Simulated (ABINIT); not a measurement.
An input for ABINIT 10.8.3 (BiPbO2I (I4mm)):

```
acell 3*1.0 Angstrom
rprim 
  -2.036731000000 2.036731000000 6.941640000000
  2.036731000000 -2.036731000000 6.941640000000
  2.036731000000 2.036731000000 -6.941640000000
ntypat 4
znucl 83 82 53 8
natom 5
typat 1 2 3 4 4
xred 
  0.334222000000 0.334222000000 0.000000000000
  0.659568000000 0.659568000000 0.000000000000
  0.993347000000 0.993347000000 0.000000000000
  0.756431000000 0.256431000000 0.500000000000
  0.256431000000 0.756431000000 0.500000000000
pp_dirpath "pseudos"
pseudos "Bi.upf, Pb.upf, I.upf, O.upf"
ecut 42
ngkpt 6 6 6
nshiftk 1
shiftk 0 0 0
kptopt 1
chksymbreak 0
nband 43
occopt 1
tolvrs 1e-08
nstep 60
prtwf 0
optforces 0
optstress 0
indata_prefix "in"
outdata_prefix "out"
tmpdata_prefix "tmp"
```

```sh
OMP_NUM_THREADS=1 mpirun -n 8 abinit run.abi > log
```

Question: Estimate wall time and host memory on 8 MPI ranks of Arm Neoverse N1, shared host.

It took 8.6 min; on shared hardware allow 4.3 min to 17 min. Peak host memory was 2.6 GiB.

[Paths, hosts, dates, memory and timing lines, banners, echoed tables and standing remarks are left out of the program output.]

[Logs are printed without paths, hosts, clocks, repeated set-up lines and the standing remarks that a program may print on its own settings, such as how far it seeks lower states.]

[Runs of the session that timed out or met a known fault of the program may be left out.]

[Hosts, paths, dates, database ids (printed as entryN), source tags and the programs' standing remarks are cut or masked in the printed files.]

[G0W0 gaps are taken among the corrected bands and points alone; a level outside them can change the order at an edge.]

[Where Ansatz stands beside ABINIT at settings called matched, ABINIT's density can come from a denser mesh and the files from another edition; pairs whose starting gaps differed by over 0.03 eV were left out, so agreement reads better than it is.]
